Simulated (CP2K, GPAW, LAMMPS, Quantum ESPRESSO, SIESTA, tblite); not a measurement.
## Glassy 29TiO2-71Al2O3 (mol %) (137 atoms) in CP2K

Wanted: CP2K inputs and outputs for glassy 29TiO2-71Al2O3 (mol %) (137 atoms), checked against a plane-wave reference.

Calculated with CP2K 2026.2; the method is named at each step.

### Step 1. The structure

The cell holds 137 atoms: 9 Ti, 44 Al and 84 O. Its edges and angles: a = 11.336 Å, b = 11.336 Å, c = 11.336 Å, α = 90.0°, β = 90.0°, γ = 90.0°. 137 atoms (9 Ti, 44 Al, 84 O) placed at random at 3.12 g/cm³, melted at 4000 K for 10 ps at fixed volume with the Morse and Coulomb pair potential with partial charges (Pedone, Malavasi, Menziani, Cormack and Segre, J. Phys. Chem. B 110, 11780 (2006)). Quenched from 4000 K to 300 K at 300 K/ps and fixed volume, held 10 ps at zero pressure.

The yardstick, on the same geometry:

| Quantity | Value |
| --- | --- |
| method | Kohn-Sham DFT, PBE, SSSP efficiency 1.3.0 pseudopotentials, plane waves (Quantum ESPRESSO 7.5); sssp-pbe-1.3.0-efficiency, cutoffs 60/480 Ry, Γ point |
| r.m.s. force component | 1.124 eV/Å |
| longest force | 4.586 eV/Å |
| pressure | 12.07 GPa |
| gap (highest filled to lowest empty level) | 2.011 eV |
| time | 20 min on 4 MPI ranks of Arm Neoverse N1, shared host |
| CPU time | 79 min |

### Step 2. PBE, SZV-MOLOPT-SR, 800/50 Ry, OT CG

Method: Kohn-Sham DFT, PBE, GTH-PBE pseudopotentials, Gaussian and plane waves, SZV-MOLOPT-SR-GTH, orbital transformation.

input.inp

```
&GLOBAL
  PROJECT cell
  RUN_TYPE ENERGY_FORCE
  PRINT_LEVEL LOW
&END GLOBAL
&FORCE_EVAL
  METHOD QS
  STRESS_TENSOR ANALYTICAL
  &DFT
    BASIS_SET_FILE_NAME BASIS_MOLOPT
    POTENTIAL_FILE_NAME GTH_POTENTIALS
    &MGRID
      CUTOFF 800
      REL_CUTOFF 50
      NGRIDS 5
    &END MGRID
    &QS
      EPS_DEFAULT 1.0E-12
    &END QS
    &SCF
      SCF_GUESS ATOMIC
      EPS_SCF 1.0E-06
      MAX_SCF 30
      &OT
        MINIMIZER CG
        PRECONDITIONER FULL_ALL
        ENERGY_GAP 0.001
      &END OT
      &OUTER_SCF
        EPS_SCF 1.0E-06
        MAX_SCF 8
      &END OUTER_SCF
      &PRINT
        &RESTART OFF
        &END RESTART
      &END PRINT
    &END SCF
    &XC
      &XC_FUNCTIONAL PBE
      &END XC_FUNCTIONAL
    &END XC
    &PRINT
      &MULLIKEN ON
      &END MULLIKEN
      &HIRSHFELD ON
        SHAPE_FUNCTION DENSITY
      &END HIRSHFELD
      &MO_CUBES
        NHOMO 1
        NLUMO 4
        WRITE_CUBE F
      &END MO_CUBES
    &END PRINT
  &END DFT
  &SUBSYS
    &CELL
      A 11.33646 0.00000 0.00000
      B 0.00000 11.33646 0.00000
      C 0.00000 0.00000 11.33646
    &END CELL
    &COORD
      SCALED
      Ti 0.45263 0.88175 0.06837
      Ti 0.23859 0.42409 0.37167
      Ti 0.83596 0.94087 0.62768
      Ti 0.91626 0.22575 0.33117
      Ti 0.70215 0.22300 0.63280
      Ti 0.27937 0.10721 0.39147
      Ti 0.09939 0.16562 0.87824
      Ti 0.18960 0.23677 0.17243
      Ti 0.51397 0.51601 0.25029
      Al 0.02879 0.44393 0.88046
      Al 0.42100 0.94890 0.81509
      Al 0.71154 0.26268 0.09538
      Al 0.84500 0.22070 0.84688
      Al 0.67703 0.71783 0.70954
      Al 0.71257 0.97447 0.09744
      Al 0.15011 0.48253 0.60982
      Al 0.19080 0.16280 0.64261
      Al 0.78549 0.97100 0.37001
      Al 0.29438 0.36954 0.79972
      Al 0.65392 0.77666 0.24052
      Al 0.05160 0.03753 0.27180
      Al 0.95178 0.97271 0.98165
      Al 0.83583 0.50433 0.69408
      Al 0.45220 0.69133 0.81706
      Al 0.17108 0.65135 0.79825
      Al 0.03314 0.50364 0.17872
      Al 0.57882 0.13552 0.89040
      Al 0.96263 0.65899 0.99352
      Al 0.14091 0.91515 0.68882
      Al 0.34467 0.56195 0.98887
      Al 0.18499 0.86940 0.40723
      Al 0.42462 0.34224 0.04053
      Al 0.80191 0.69933 0.46868
      Al 0.44794 0.11356 0.63100
      Al 0.58328 0.46037 0.77230
      Al 0.65636 0.22934 0.32882
      Al 0.40089 0.87289 0.60026
      Al 0.40385 0.77872 0.35506
      Al 0.69606 0.88767 0.87739
      Al 0.18595 0.87319 0.95147
      Al 0.24115 0.72426 0.18529
      Al 0.53749 0.99954 0.40034
      Al 0.97484 0.31778 0.60780
      Al 0.79112 0.46025 0.96768
      Al 0.04335 0.73608 0.58956
      Al 0.64159 0.63841 0.00346
      Al 0.45301 0.15770 0.18600
      Al 0.02552 0.82492 0.16555
      Al 0.76675 0.53517 0.24000
      Al 0.67716 0.44270 0.48174
      Al 0.95053 0.50211 0.43804
      Al 0.43733 0.38001 0.58572
      Al 0.51672 0.63932 0.51121
      O 0.65273 0.46608 0.32696
      O 0.20705 0.07380 0.22873
      O 0.51953 0.25036 0.96290
[... 77 atom lines left out ...]
      O 0.69630 0.29305 0.46435
      O 0.60832 0.84935 0.10423
      O 0.06640 0.87976 0.29822
      O 0.24548 0.72433 0.33330
    &END COORD
    &KIND Ti
      BASIS_SET SZV-MOLOPT-SR-GTH-q12
      POTENTIAL GTH-PBE-q12
    &END KIND
    &KIND Al
      BASIS_SET SZV-MOLOPT-SR-GTH-q3
      POTENTIAL GTH-PBE-q3
    &END KIND
    &KIND O
      BASIS_SET SZV-MOLOPT-SR-GTH-q6
      POTENTIAL GTH-PBE-q6
    &END KIND
  &END SUBSYS
  &PRINT
    &FORCES ON
    &END FORCES
    &STRESS_TENSOR ON
    &END STRESS_TENSOR
  &END PRINT
&END FORCE_EVAL
```

Command:

```
> OMP_NUM_THREADS=2 cp2k.psmp -i input.inp > output.txt
```

Numbers of over 12 decimals in the logs are rounded to 6 here.

The program printed:

```text
CP2K| version string:                                       CP2K version 2026.2
 CP2K| Input file name                                                 input.inp
 GLOBAL| Basis set file name                                        BASIS_MOLOPT
 GLOBAL| Potential file name                                      GTH_POTENTIALS
 GLOBAL| Run type                                                   ENERGY_FORCE
 GLOBAL| Total number of message passing processes                             1
 GLOBAL| Number of threads for this process                                    2
 TOTAL NUMBERS AND MAXIMUM NUMBERS
  Total number of            - Atomic kinds:                                   3
                             - Atoms:                                        137
                             - Shell sets:                                   137
                             - Shells:                                       292
                             - Primitive Cartesian functions:                650
                             - Cartesian basis functions:                    611
                             - Spherical basis functions:                    602
  Maximum angular momentum of- Orbital basis functions:                        2
                             - Local part of the GTH pseudopotential:          2
                             - Non-local part of the GTH pseudopotential:      3
 SCF PARAMETERS         Density guess:                                    ATOMIC
                        max_scf:                                              30
                        eps_scf:                                        1.00E-06
                        Outer loop SCF in use
                        eps_scf                                         1.00E-06
                        max_scf                                                8
 Extrapolation method: initial_guess
 Number of electrons:                                                        744
[... lines left out ...]
  Step     Update method      Time    Convergence         Total energy    Change
[... lines left out ...]
  Total energy:                                             -1963.265385
[... lines left out ...]
  Precond_solver : DEFAULT
  Line search    : 2PNT                : 2 energies, one gradient
  stepsize       :    0.15000000                  energy_gap     :    0.00100000
  eps_taylor     :   0.10000E-15                  max_taylor     :             4
  ----------------------------------- OT ---------------------------------------
  Step     Update method      Time    Convergence         Total energy    Change
[...]
- OT LS       0.87E-01    5.9                    -1963.3990438070
     9 OT CG       0.87E-01   13.5     0.00000157     -1963.3990438104 -1.02E-07
     - OT LS       0.72E-01    6.3                    -1963.3990438297
    10 OT CG       0.72E-01   13.5     0.00000066     -1963.3990438305 -2.01E-08
  *** SCF run converged in    10 steps ***
  Electronic density on regular grids:       -744.0000000004       -0.0000000004
  Core density on regular grids:              743.9999999994       -0.0000000006
  Total charge density on r-space grids:       -0.0000000010
  Total charge density g-space grids:          -0.0000000010
  Overlap energy of the core charge distribution:               1.91784e-07
  Self energy of the core charge distribution:              -4698.536522
  Core Hamiltonian energy:                                   1366.058719
  Hartree energy:                                            1780.588815
  Exchange-correlation energy:                               -411.510055
  Total energy:                                             -1963.399044
  outer SCF iter =    2 RMS gradient =   0.66E-06 energy =      -1963.3990438305
  outer SCF loop converged in   2 iterations or   78 steps
 !-----------------------------------------------------------------------------!
                     Mulliken Population Analysis
 #  Atom  Element  Kind  Atomic population                           Net charge
       1     Ti       1         10.765498                              1.234502
       2     Ti       1         10.772229                              1.227771
       3     Ti       1         10.749768                              1.250232
[...]
136     O        3          6.861850                             -0.861850
     137     O        3          6.845830                             -0.845830
 # Total charge                            744.000000                 -0.000000
 !-----------------------------------------------------------------------------!
 !-----------------------------------------------------------------------------!
                           Hirshfeld Charges
  #Atom  Element  Kind  Ref Charge     Population                    Net charge
      1       Ti     1      12.000         11.419                         0.581
      2       Ti     1      12.000         11.402                         0.598
      3       Ti     1      12.000         11.327                         0.673
[...]
136       O      3       6.000          6.366                        -0.366
    137       O      3       6.000          6.378                        -0.378
  Total Charge                                                           -0.000
 !-----------------------------------------------------------------------------!
  Eigenvalues of the occupied subspace spin            1
      -1.93891235     -1.93251296     -1.91330079     -1.90898489
      -1.90186312     -1.89745761     -1.88841250     -1.88534825
      -1.88174987     -1.01410531     -1.01348556     -1.01316028
[...]
0.24256162      0.24339626      0.24671976      0.24910096
 Fermi Energy [eV] :    6.778382
  Using OT eigensolver for additional unoccupied orbitals spin            1
  Lowest Eigenvalues of the unoccupied subspace spin            1
 OT| Eigensolver reached convergence in 75 iterations
       0.30305615      0.30481499      0.31259187      0.32066275
 HOMO - LUMO gap [eV] :    1.468195
 ENERGY| Total FORCE_EVAL ( QS ) energy [hartree]          -1963.399044
 FORCES| Atomic forces [hartree/bohr]
 FORCES|   Atom     x               y               z               |f|
 FORCES|      1 -2.37031443E-02 -2.81072560E-02 -3.27723020E-04   3.67690671E-02
 FORCES|      2 -1.25044252E-03 -2.18101560E-02 -1.24614584E-02   2.51502377E-02
 FORCES|      3  2.28164564E-02  4.36858103E-03  1.31999163E-03   2.32683812E-02
[...]
FORCES|    136  1.05945201E-02  5.46936371E-04  6.37226903E-02   6.45997234E-02
 FORCES|    137 -1.05197505E-02  3.53077564E-03  6.78217985E-02   6.87235613E-02
 FORCES| Sum    -6.73227733E-04  2.79567042E-04  1.91105135E-03
 FORCES| Total atomic force                                       2.04536319E-03
 STRESS| Analytical stress tensor [bar]
 STRESS|                        x                   y                   z
 STRESS|      x        2.58648266016E+05  -4.39406789399E+03  -1.31674104965E+04
 STRESS|      y       -4.39406789399E+03   2.67702335325E+05   9.35681540709E+02
 STRESS|      z       -1.31674104965E+04   9.35681540709E+02   2.61798232392E+05
 STRESS| 1/3 Trace                                             2.62716277911E+05
```

Elapsed: 14 min, on 2 threads of Arm Neoverse N1, shared host; peak memory 3 GiB; 25 min of CPU time.

Banners, paths, timers and routine set-up lines are dropped from the logs unmarked, and long logs keep their key lines alone; longer cuts are marked.

Numbers from this run, and their distance from the reference:

- r.m.s. force component: 1.312 eV/Å
- r.m.s. difference of force components: 401 meV/Å
- longest difference of force vectors: 1375 meV/Å
- force difference over r.m.s. force: 35.69 %
- slope of forces against the reference's: 1.118
- correlation of force components: 0.9575
- gap (highest filled to lowest empty level): 1.468 eV
- gap difference: -0.543 eV
- pressure: 26.27 GPa
- pressure difference: 14.2 GPa

This is a coarse setting, run to see what it loses.

Length of the force difference by element (eV/Å):

| element | atoms | mean | most |
| --- | --- | --- | --- |
| Al | 44 | 0.69 | 1.3 |
| O | 84 | 0.61 | 1.4 |
| Ti | 9 | 0.56 | 0.91 |

The surroundings of Ti3, which has 4 bonded neighbours where the commonest count for Ti is 6, nearest first, numbered as they follow in the input and with coordinates relative to it.

| atom | x | y | z | distance (Å) | bonds | Hirshfeld charge (e) | Fx | Fy | Fz (eV/Å) |
| --- | --- | --- | --- | --- | --- | --- | --- | --- | --- |
| Ti3 | 0.00 | 0.00 | 0.00 | 0.00 | 4 | 0.67 | 1.17 | 0.22 | 0.07 |
| O79 | -1.26 | -0.59 | 1.11 | 1.78 | 3 | -0.30 | 0.15 | -0.54 | -1.31 |
| O61 | -0.84 | 1.51 | -0.46 | 1.79 | 2 | -0.30 | -0.05 | 0.93 | -0.46 |
| O122 | -0.20 | -0.76 | -1.66 | 1.83 | 3 | -0.30 | -0.08 | -2.12 | 1.05 |
| O75 | 1.59 | -0.87 | 0.46 | 1.87 | 3 | -0.33 | -0.77 | -0.16 | 0.27 |
| Al18 | -0.57 | 0.34 | -2.92 | 3.00 | 4 | 0.58 | 0.02 | 2.73 | -1.10 |
| Al14 | -1.80 | -2.53 | 0.93 | 3.24 | 5 | 0.51 | -1.88 | 0.62 | -0.25 |
| Al39 | -1.59 | -0.60 | 2.83 | 3.30 | 4 | 0.55 | -2.04 | -0.35 | -0.31 |
| Al33 | -0.39 | -2.74 | -1.80 | 3.30 | 5 | 0.53 | -0.83 | 0.12 | 1.64 |

Forces lie 36 % from the reference's, at 0.32 times its CPU time (on 2 against 4 cores); the SCF took 78 steps, which the time reflects.

[end of part 1 of 2]

[Also dropped from logs without a mark: logging warnings of Python, and SIESTA's first energy breakdown and zero terms.]

[Logs are printed without paths, hosts, clocks, repeated set-up lines and the standing remarks that a program may print on its own settings, such as how far it seeks lower states.]

[Hosts, paths, dates, database ids (printed as entryN), source tags and the programs' standing remarks are cut or masked in the printed files.]
